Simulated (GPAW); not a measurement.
# Ballistic transport through a W chain with two N atoms in line, from relaxation to T(E), part 2 of 2

Aim: the conductance of a W chain with two N atoms in line after relaxation, and whether geometry, basis or functional moves it most.

GPAW 26.7.0; GPAW LCAO, PAW setups; relaxation of the junction within the symmetry of its start, lead ends held (the session's first sound run).

So far, transmission at the Fermi level (one spin): step 3 (GPAW, dzp) 2.06; step 4 (GPAW, szp: basis = "szp(dzp)") 2.06; step 5 (minimal basis) 2.06; step 7 (the structure as built: geometry = "as built") 1.88.

### 9. The levels side by side

The curves are compared point by point over the common energies.

This step: comparison of transmission and cost over codes, levels and geometry (GPAW 26.7.0).

Ladder, by row:

| step | code | T at the Fermi level (sum over the listed spins) | conductance (G0) | r.m.s. T(E) from the first | wall time (s) | peak memory (GiB) | threads |
| --- | --- | --- | --- | --- | --- | --- | --- |
| dzp | GPAW | 2.059 | 2.058 | 0 | 355.4 | 2.19 | 1 |
| szp | GPAW | 2.059 | 2.058 | 0.1684 | 199.8 | 2.1 | 1 |
| sz | GPAW | 2.059 | 2.059 | 0.2054 | 146 | 2.02 | 1 |
| dzp-revPBE | GPAW | 2.059 | 2.059 | 0.02619 | 357.3 | 2.19 | 1 |
| asbuilt | GPAW | 1.882 | 1.881 | 0.2793 | 348.7 | 2.19 | 1 |

Transmission, zone mean, sum over the listed spins against energy, zero at the Fermi level:

| energy (eV) | dzp | szp | sz | dzp-revPBE | asbuilt |
| --- | --- | --- | --- | --- | --- |
| -2.000 | 1.44 | 1.45 | 1.46 | 1.44 | 1.90 |
| -1.800 | 1.47 | 1.49 | 1.50 | 1.46 | 1.93 |
| -1.600 | 1.48 | 1.51 | 1.52 | 1.47 | 1.97 |
| -1.400 | 1.49 | 1.53 | 1.55 | 1.49 | 2.00 |
| -1.200 | 1.54 | 1.58 | 1.60 | 1.54 | 2.00 |
| -1.000 | 1.63 | 1.67 | 1.69 | 1.63 | 1.99 |
| -0.800 | 1.75 | 1.78 | 1.80 | 1.74 | 1.96 |
| -0.600 | 1.87 | 1.90 | 1.92 | 1.87 | 1.94 |
| -0.400 | 1.97 | 1.99 | 2.00 | 1.97 | 1.92 |
| -0.200 | 2.03 | 2.04 | 2.05 | 2.03 | 1.90 |
| -0.050 | 2.06 | 2.06 | 2.06 | 2.06 | 1.89 |
| 0.000 | 2.06 | 2.06 | 2.06 | 2.06 | 1.88 |
| 0.025 | 2.06 | 2.06 | 2.06 | 2.06 | 1.88 |
| 0.075 | 2.06 | 2.06 | 2.06 | 2.06 | 1.87 |
| 0.200 | 2.06 | 2.05 | 2.04 | 2.06 | 1.85 |
| 0.400 | 2.03 | 2.02 | 2.00 | 2.03 | 1.81 |
| 0.600 | 1.97 | 1.97 | 1.94 | 1.98 | 1.76 |
| 0.800 | 1.88 | 1.88 | 1.84 | 1.89 | 1.71 |
| 1.000 | 1.77 | 1.77 | 1.72 | 1.77 | 1.66 |
| 1.200 | 1.64 | 1.66 | 1.59 | 1.64 | 1.59 |
| 1.400 | 1.47 | 1.55 | 1.47 | 1.48 | 1.52 |
| 1.600 | 1.23 | 1.41 | 1.33 | 1.23 | 1.44 |
| 1.800 | 0.0662 | 0.0570 | 1.12 | 0.0673 | 0.147 |
| 2.000 | 0.0652 | 0.0564 | 0.0590 | 0.0666 | 0.142 |

### 10. Broadening 0.01

The broadening keeps the Green's functions finite; too large a value absorbs electrons where channels are open and leaks them where none are.

This step: GPAW LCAO, PAW setups; Landauer transmission from Green's functions with principal layers (ASE), zero bias (GPAW 26.7.0).

The input, run.py:

```python
import json
import numpy as np
from ase import Atoms
from ase.transport.calculators import TransportCalculator
from gpaw import GPAW, FermiDirac
from gpaw.lcao.tools import get_lcao_hamiltonian
from scipy.linalg import eigh

# The junction with lead layers at both ends, along the third cell vector
device = Atoms(
    ['W', 'W', 'W', 'W', 'W', 'W', 'W', 'W', 'N', 'N', 'W', 'W', 'W', 'W', 'W', 'W', 'W', 'W'],
    positions=[
        [4.50000, 4.50000, 1.12500],
        [4.50000, 4.50000, 3.37500],
        [4.50000, 4.50000, 5.62500],
        [4.50000, 4.50000, 7.87500],
        [4.50000, 4.50000, 10.12500],
        [4.50000, 4.50000, 12.37500],
        [4.50000, 4.50000, 14.62500],
        [4.50000, 4.50000, 16.80111],
        [4.50000, 4.50000, 18.65625],
        [4.50000, 4.50000, 19.86135],
        [4.50000, 4.50000, 21.71649],
        [4.50000, 4.50000, 23.89260],
        [4.50000, 4.50000, 26.14260],
        [4.50000, 4.50000, 28.39260],
        [4.50000, 4.50000, 30.64260],
        [4.50000, 4.50000, 32.89260],
        [4.50000, 4.50000, 35.14260],
        [4.50000, 4.50000, 37.39260]],
    cell=[[9.0, 0.0, 0.0], [0.0, 9.0, 0.0], [0.0, 0.0, 38.5176]],
    pbc=True)

# One principal layer of the lead: the first 5 atoms of the device
lead = Atoms(
    ['W', 'W', 'W', 'W', 'W'],
    positions=[
        [4.50000, 4.50000, 1.12500],
        [4.50000, 4.50000, 3.37500],
        [4.50000, 4.50000, 5.62500],
        [4.50000, 4.50000, 7.87500],
        [4.50000, 4.50000, 10.12500]],
    cell=[[9.0, 0.0, 0.0], [0.0, 9.0, 0.0], [0.0, 0.0, 11.25]],
    pbc=True)

settings = dict(mode='lcao', basis='dzp', xc='PBE', h=0.18,
                occupations=FermiDirac(0.1), maxiter=250,
                mixer=dict(beta=0.1, nmaxold=8, weight=100.0),
                convergence=dict(density=0.0001))
energies = np.arange(-2, 2 + 1e-9, 0.025)
eta = 0.01
n1, n2 = 1, 1
# k and -k transmit alike, so half of the mesh across the current serves
mesh = [(i, j) for i in range(n1) for j in range(n2) if (i, j) <= (-i % n1, -j % n2)]
weights = np.array([1 if (i, j) == (-i % n1, -j % n2) else 2 for i, j in mesh]) / (n1 * n2)

# [... helper functions left out ...]
fermi_lead = ground_state(lead, (1, 1, 10), 'lead.txt')
fermi_device = ground_state(device, (1, 1, 2), 'device.txt')
# [... loop over the mesh left out, but for ...]
        # Shift the lead onto the potential of the device's first layer
        shift = ((H[:, 0, 0] - H0[:, 0, 0]) / S0[0, 0]).real.mean()
# [...]
kT = 8.617333e-5 * 300
bias = [0.1, 0.2, 0.5, 1.0, 1.5, 2.0]
# [... integrals and printing left out ...]
```

Launch:

```bash
$ OMP_NUM_THREADS=1 OPENBLAS_NUM_THREADS=1 python run.py
```

It took 5.8 min on 1 thread of Arm Neoverse V1, shared host; peak memory 2.2 GiB.

The run finished with changed settings (eta = 0.01); it serves as a test.

Side by side:

| quantity | this run | sound run | difference |
| --- | --- | --- | --- |
| conductance (G₀) | 1.8427 | 2.0577 | -0.215 |
| transmission at the Fermi level (one spin) | 1.8434 | 2.0585 | -0.215 |

One result that differs is the conductance, 1.84 G₀ against 2.06 G₀.

### 11. Summary of results

* conductance: 2.06 G₀
* transmission at the Fermi level, mean of the spins: 2.06

In the dzp basis the junction conducts 2.06 G₀ at 300 K, with T = 2.06 a spin at the Fermi level; the sz basis reaches that conductance within 10 %. Relaxation moved atoms by up to 0.074 Å and took the conductance from 1.88 to 2.06 G₀, as a ratio a larger change than the step from dzp to the minimal basis. At the Fermi level the three most open eigenchannels pass 1.00, 1.00 and 0.059. Measured against the first run (dzp), the nearest curve is that of dzp-revPBE (r.m.s. 0.026) and the farthest that of asbuilt (0.28). Over the compared runs wall time goes from 146 s (sz) to 357 s (dzp-revPBE), on a shared host. The leads kept an estimated spacing and the cell its length, so the junction may be under some tension or compression. The geometry comes from the orbital basis, which tends to overbind, and kept the symmetry of the start, so a structure of lower symmetry may lie lower. The run had no spin polarisation, so a magnetic state, which chains and small molecules with open shells often have, wasn't tested. Spin-orbit coupling is left out, which matters for the heavy atoms here. An evenly spaced straight chain is an idealisation: free chains tend to dimerise, zigzag or, where a band edge lies near the Fermi level, turn magnetic. The currents use the zero-bias T(E) throughout, which holds only while the bias is small against the distance to the nearest feature. The thermopower isn't quoted: it samples T(E) farther from the Fermi level than the conductance does, and the energy grid wasn't tested for it.

[Logs are printed without paths, hosts, clocks, repeated set-up lines and the standing remarks that a program may print on its own settings, such as how far it seeks lower states.]

[Hosts, paths, dates, database ids (printed as entryN), source tags and the programs' standing remarks are cut or masked in the printed files.]
